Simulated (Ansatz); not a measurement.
# Rh(100) film, 1 layer, flat: channels in plane against thickness

Wanted: in-plane conductance by layer count, from Rh(100) film, 1 layer, flat.

Method: Ansatz plane-wave DFT, PBE, PAW files; ballistic transport by layer matching (Landauer), zero bias, in Ansatz 0.2.0.

Report form: the programs' logs are mostly left out.

### Step 1. Set-up

The cell holds 1 atom: 1 Rh. Its edges and angles: a = 11.000 Å, b = 2.689 Å, c = 2.689 Å, α = 90.0°, β = 90.0°, γ = 90.0°. It derives from Rh. Vacuum lies along a. The structure's axis is c.

### Step 2. With 1 layer

Vacuum lies along the first vector, which takes one k-point, and the current runs in the film's plane. One period is a perfect wire, so its channels are the result. Energies from -0.27 to 0.27 eV in steps of 0.036 eV cover the slope of the Fermi function at 300 K, so the program can form a conductance.

Input file input.yaml:

```yaml
crystal:
  lattice:
    - [11.0, 0.0, 0.0]
    - [0.0, 2.6891977995, 0.0]
    - [0.0, 0.0, 2.6891977995]
  atoms:
    - { symbol: Rh, position: [0.4090909091, 0.0, 0.0] }
kpoints:
  mp_grid: { grid: [1, 15, 15] }
hamiltonian:
  xc: pbe
scf:
  occupations: { method: fermi_dirac, width: 0.1 }
output:
  transmission:
    leads: [[0, 0]]
    kmesh: [1, 46]
    e_range: [-0.27, 0.27]
    de: 0.036
```

Command:

```
> ansatz run input.yaml --threads 4 --pin off --max-ram 8192MiB --backend cpu --events-out ev --progress --plain --runs-dir out
```

Run time: 42 s. Hardware: 4 threads of AMD EPYC 9R45, shared host; peak memory 0.78 GiB; 2.5 min of CPU time.

This step gave:

```
free energy                                : -6400.6030 eV
energy at zero smearing                    : -6400.5412 eV
Fermi energy                               : -0.7154 eV
cell area                                  : 29.58 Å²
estimated errors of the lead's conductance : 0, 6, 0.2 % (band edges, k-mesh, distance from neutral)
lead conductance per cell                  : 2.699 G₀
```

Per spin. Open channels, zone mean, lead against energy, zero at the Fermi level:

```
energy (eV)  open channels, zone mean, lead
     -0.270                            2.39
     -0.234                            2.22
     -0.198                            2.35
     -0.162                            2.22
     -0.126                            2.22
     -0.090                            2.39
     -0.054                            2.39
     -0.018                            2.52
      0.018                            2.91
      0.054                            2.87
      0.090                            2.63
      0.126                            2.63
      0.162                            2.59
      0.198                            2.28
      0.234                            2.20
      0.270                            2.07
```

The program's largest error estimate for it is 6 %, from the k-mesh.

### Step 3. With 2 layers, thickness 3.803 A

The film grows to 2 layers.

System of this step: Rh(100) film, 2 layers, flat. The cell holds 2 atoms: 2 Rh. Cell: a = 12.902 Å, b = 2.689 Å, c = 2.689 Å, α = 90.0°, β = 90.0°, γ = 90.0°. It derives from Rh. Vacuum lies along a. The structure's axis is c.

input.yaml, the sections that differ from step 2:

```yaml
crystal:
  lattice:
    - [12.90155, 0.0, 0.0]
    - [0.0, 2.6891977995, 0.0]
    - [0.0, 0.0, 2.6891977995]
  atoms:
    - { symbol: Rh, position: [0.3487952998, 0.0, 0.0] }
    - { symbol: Rh, position: [0.496184567, 0.5, 0.5] }
# kpoints, hamiltonian, scf, output: as in step 2
```

Run time: 75 s. Hardware: 4 threads; peak memory 1 GiB.

This step gave:

- free energy: -12803.6066 eV
- energy at zero smearing: -12803.5260 eV
- Fermi energy: 2.992 eV
- cell area: 34.69 Å²
- estimated errors of the lead's conductance: 0, 6.4, 1.2 % (band edges, k-mesh, distance from neutral)
- lead conductance per cell: 3.629 G₀

Per spin. Open channels, zone mean, lead against energy, zero at the Fermi level:

```
energy (eV)  open channels, zone mean, lead
     -0.270                            3.35
     -0.234                            3.30
     -0.198                            3.57
     -0.162                            3.57
     -0.126                            3.74
     -0.090                            3.78
     -0.054                            3.74
     -0.018                            3.93
      0.018                            3.41
      0.054                             3.5
      0.090                            2.98
      0.126                            2.63
      0.162                            2.59
      0.198                            2.24
      0.234                            2.20
      0.270                            2.15
```

The lead conductance per cell is 3.63 G₀, 34 % over the 2.70 G₀ of the last finished run.

### Step 4. With 3 layers, thickness 5.705 A

The film grows to 3 layers.

System of this step: Rh(100) film, 3 layers, flat. The cell holds 3 atoms: 3 Rh. Cell: a = 14.803 Å, b = 2.689 Å, c = 2.689 Å, α = 90.0°, β = 90.0°, γ = 90.0°. It derives from Rh. Vacuum lies along a. The structure's axis is c.

input.yaml, the sections that differ from step 3:

```yaml
crystal:
  lattice:
    - [14.8031, 0.0, 0.0]
    - [0.0, 2.6891977995, 0.0]
    - [0.0, 0.0, 2.6891977995]
  atoms:
    - { symbol: Rh, position: [0.3039903804, 0.0, 0.0] }
    - { symbol: Rh, position: [0.4324465821, 0.5, 0.5] }
    - { symbol: Rh, position: [0.5609027839, 0.0, 0.0] }
# kpoints, hamiltonian, scf, output: as in step 3
```

The job ended after 2.3 min (4 threads; peak memory 1.4 GiB).

Numbers from this step:

```yaml
free_energy: -19206.5946 eV
energy_at_zero_smearing: -19206.5115 eV
fermi_energy: 5.576 eV
cell_area: 39.81 Å²
estimated_errors_of_the_lead_s_conductance: 0, 8.7, 0.2 % (band edges, k-mesh, distance from neutral)
lead_conductance_per_cell: 3.923 G₀
```

Per spin. Table of open channels, zone mean, lead by energy, zero at the Fermi level:

```
energy (eV)  open channels, zone mean, lead
     -0.270                            3.46
     -0.234                            3.33
     -0.198                            3.46
     -0.162                            3.63
     -0.126                            3.67
     -0.090                            3.63
     -0.054                            3.93
     -0.018                            3.85
      0.018                            4.13
      0.054                            4.04
      0.090                            3.91
      0.126                            3.87
      0.162                            3.83
      0.198                            3.96
      0.234                            3.96
      0.270                            3.91
```

The lead conductance per cell is 3.92 G₀, 8.1 % over the 3.63 G₀ of the last finished run, within the error estimates, leads' steps apart, of 6.4 and 8.7 %.

### Step 5. With 4 layers, thickness 7.606 A

The film grows to 4 layers.

System of this step: Rh(100) film, 4 layers, flat. The cell holds 4 atoms: 4 Rh. Cell: a = 16.705 Å, b = 2.689 Å, c = 2.689 Å, α = 90.0°, β = 90.0°, γ = 90.0°. It derives from Rh. Vacuum lies along a. The structure's axis is c.

input.yaml, the sections that differ from step 4:

```yaml
crystal:
  lattice:
    - [16.70465, 0.0, 0.0]
    - [0.0, 2.6891977995, 0.0]
    - [0.0, 0.0, 2.6891977995]
  atoms:
    - { symbol: Rh, position: [0.2693860691, 0.0, 0.0] }
    - { symbol: Rh, position: [0.3832196424, 0.5, 0.5] }
    - { symbol: Rh, position: [0.4970532157, 0.0, 0.0] }
    - { symbol: Rh, position: [0.610886789, 0.5, 0.5] }
# kpoints, hamiltonian, scf, output: as in step 4
```

It took 4.2 min on 4 threads; peak memory 1.7 GiB; 16 min of CPU time.

This step gave:

| Property | Result |
| --- | --- |
| free energy | -25609.4401 eV |
| energy at zero smearing | -25609.3135 eV |
| Fermi energy | 7.431 eV |
| cell area | 44.92 Å² |
| estimated errors of the lead's conductance | 0, 5.2, 1.9 % (band edges, k-mesh, distance from neutral) |
| lead conductance per cell | 6.241 G₀ |

Per spin. The open channels, zone mean, lead by energy, zero at the Fermi level:

```
energy (eV)  open channels, zone mean, lead
     -0.270                            5.65
     -0.234                            5.74
     -0.198                            5.87
     -0.162                            6.20
     -0.126                            6.24
     -0.090                            6.72
     -0.054                            6.80
     -0.018                            6.63
      0.018                            6.28
      0.054                            5.37
      0.090                            4.93
      0.126                            4.11
      0.162                            3.93
      0.198                            3.80
      0.234                            3.89
      0.270                            3.89
```

The lead conductance per cell is 6.24 G₀, 59 % over the 3.92 G₀ of the last finished run.

### Step 6. With 5 layers, thickness 9.508 A

The film grows to 5 layers.

System of this step: Rh(100) film, 5 layers, flat. The cell holds 5 atoms: 5 Rh. Its edges and angles: a = 18.606 Å, b = 2.689 Å, c = 2.689 Å, α = 90.0°, β = 90.0°, γ = 90.0°. It derives from Rh. Vacuum lies along a. The structure's axis is c.

input.yaml, the sections that differ from step 5:

```yaml
crystal:
  lattice:
    - [18.6062, 0.0, 0.0]
    - [0.0, 2.6891977995, 0.0]
    - [0.0, 0.0, 2.6891977995]
  atoms:
    - { symbol: Rh, position: [0.2418548656, 0.0, 0.0] }
    - { symbol: Rh, position: [0.3440546699, 0.5, 0.5] }
    - { symbol: Rh, position: [0.4462544743, 0.0, 0.0] }
    - { symbol: Rh, position: [0.5484542787, 0.5, 0.5] }
    - { symbol: Rh, position: [0.650654083, 0.0, 0.0] }
# kpoints, hamiltonian, scf, output: as in step 5
```

Wall time 6.4 min (4 threads); peak memory 2.1 GiB.

Numbers from this step:

| Quantity | Value |
| --- | --- |
| free energy | -32012.3619 eV |
| energy at zero smearing | -32012.2256 eV |
| Fermi energy | 8.968 eV |
| cell area | 50.04 Å² |
| estimated errors of the lead's conductance | 0, 3.9, 0.4 % (band edges, k-mesh, distance from neutral) |
| lead conductance per cell | 6.330 G₀ |

Per spin. Open channels, zone mean, lead against energy, zero at the Fermi level:

```
energy (eV)  open channels, zone mean, lead
     -0.270                            6.80
     -0.234                            6.41
     -0.198                            6.15
     -0.162                            5.93
     -0.126                            6.15
     -0.090                            6.09
     -0.054                            6.09
     -0.018                            6.30
      0.018                            6.39
      0.054                            6.74
      0.090                            6.72
      0.126                            6.24
      0.162                            6.24
      0.198                            6.37
      0.234                            5.93
      0.270                            6.26
```

The lead conductance per cell is 6.33 G₀, 1.4 % over the 6.24 G₀ of the last finished run, within the error estimates, leads' steps apart, of 5.2 and 3.9 %.

### Step 7. The ladder

Times are for 4 threads of AMD EPYC 9R45, shared host. Results by setting:

```
no.  layers  lead conductance per cell (G₀)     time  memory (GiB)
  1       1                           2.699     42 s          0.78
  2       2                           3.629     75 s           1.0
  3       3                           3.923  2.3 min           1.4
  4       4                           6.241  4.2 min           1.7
  5       5                           6.330  6.4 min           2.1
```

The runs together. Open channels, zone mean against energy, zero at the Fermi level:

```
energy (eV)     1     2     3     4     5
     -0.270  2.39  3.35  3.46  5.65  6.80
     -0.234  2.22  3.30  3.33  5.74  6.41
     -0.198  2.35  3.57  3.46  5.87  6.15
     -0.162  2.22  3.57  3.63  6.20  5.93
     -0.126  2.22  3.74  3.67  6.24  6.15
     -0.090  2.39  3.78  3.63  6.72  6.09
     -0.054  2.39  3.74  3.93  6.80  6.09
     -0.018  2.52  3.93  3.85  6.63  6.30
      0.018  2.91  3.41  4.13  6.28  6.39
      0.054  2.87   3.5  4.04  5.37  6.74
      0.090  2.63  2.98  3.91  4.93  6.72
      0.126  2.63  2.63  3.87  4.11  6.24
      0.162  2.59  2.59  3.83  3.93  6.24
      0.198  2.28  2.24  3.96  3.80  6.37
      0.234  2.20  2.20  3.96  3.89  5.93
      0.270  2.07  2.15  3.91  3.89  6.26
```

### Step 8. Summary of results

| Item | Value |
| --- | --- |
| conductance per cell, 1 layer | 2.70 G₀ |
| conductance per cell, 2 layers | 3.63 G₀ |
| conductance per cell, 3 layers | 3.92 G₀ |
| conductance per cell, 4 layers | 6.24 G₀ |
| conductance per cell, 5 layers | 6.33 G₀ |

The conductance per cell width goes from 2.70 G0 at 1 to 6.33 G0 at 5 layers. Over the film's own cross-section (layers × spacing × width) the conductance runs from 4.1 to 1.9×10¹⁵ S/m²; that nominal section leaves out the charge that spills into the vacuum, which flatters the thinnest films. The gains from one thickness to the next are 0.93, 0.29, 2.3 and 0.088 G0 per added layer; they differ by more than the error estimates allow, as expected where subbands cross the Fermi level in steps. The film repeats perfectly along the current, so nothing scatters; its faces are clean and not relaxed. Very thin films of this metal can turn magnetic, which an unpolarised run can't show. The program's error estimates for the conductances, leads' steps apart, run from 3.9 to 8.7 %.

[Logs are printed without paths, hosts, clocks, repeated set-up lines and the standing remarks that a program may print on its own settings, such as how far it seeks lower states.]

[Hosts, paths, dates, database ids (printed as entryN), source tags and the programs' standing remarks are cut or masked in the printed files.]
